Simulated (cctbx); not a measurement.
# What resolution and counting buy: NaZr6Ta6Te16

Space group P-1 (no. 2), a = 7.9620 Å, b = 10.7590 Å, c = 11.3606 Å, α = 116.55°, β = 110.11°, γ = 91.52°.

```csv
atom,mult.,x,y,z,Ueq (Å²)
Ta1,2,0.9444,0.5057,0.6364,0.0087
Ta2,2,0.0500,0.3611,0.8666,0.0100
Ta3,2,0.8731,0.1248,0.4928,0.0056
Te1,2,0.7098,0.3312,0.6715,0.0071
Te2,2,0.2042,0.3436,0.6703,0.0088
Te3,2,0.7955,0.2903,0.3412,0.0061
Te4,2,0.3052,0.2973,0.3484,0.0122
Te5,2,0.1016,0.6532,0.9465,0.0092
Te6,2,0.5960,0.6582,0.9492,0.0066
Te7,2,0.9765,0.0492,0.7044,0.0129
Te8,2,0.4778,0.0494,0.7101,0.0128
Zr1,2,0.4473,0.5076,0.6382,0.0074
Zr2,2,0.5689,0.3700,0.8767,0.0096
Zr3,2,0.3679,0.1200,0.4880,0.0124
Na1,1,1/2,0,0,0.0173
```

The model is made up (kin elements in a known structure type, no relaxation), so it says nothing on whether the phase exists.

Five simulated data sets (cctbx; Ag Kα, λ = 0.56087 Å; 4 % proportional error) differ in resolution or exposure (noise floor 2 counts in the first three, 8 in the last two). Each is refined with the right model, isotropic at 1.1 Å and anisotropic otherwise. How do the figures of merit and the uncertainties move?

```csv
d min (Å),top counts,"⟨I/σ⟩ (unmerged, absences included)",unique,param. (scale apart),Rint,R1,GooF,largest s.u. xyz (fractional),s.u. U of Na1 (Å²),largest error (Å)
1.1,40000,16.0,961,57,0.029,0.0244,1.64,0.00022,0.0026,0.0041
0.84,40000,12.2,2117,132,0.030,0.0226,0.97,0.00012,0.0029,0.0016
0.6,40000,10.0,5818,132,0.029,0.0277,0.99,0.00008,0.0017,0.0016
0.75,300,1.2,3006,132,0.298,0.1253,0.97,0.00222,0.0793,0.0355
0.75,3000,5.3,3006,132,0.060,0.0478,0.97,0.00034,0.0070,0.0060
```

GooF reaches 1.64 where the model lacks something that the data hold (anisotropy at the isotropic level, for one). The s.u. of U for Na1 goes 0.0026, 0.0029, 0.0017 Å² with resolution and 0.0793, 0.0070 Å² with exposure.

The 1.1 Å row also differs in its displacement model, so it isn't a clean test of resolution.

Hardware for the 0.6 Å refinement: 0.41 s on 1 thread of Arm Neoverse V2 (shared host), peak memory 0.1 GiB.

[Logs are printed without paths, hosts, clocks, repeated set-up lines and the standing remarks that a program may print on its own settings, such as how far it seeks lower states.]
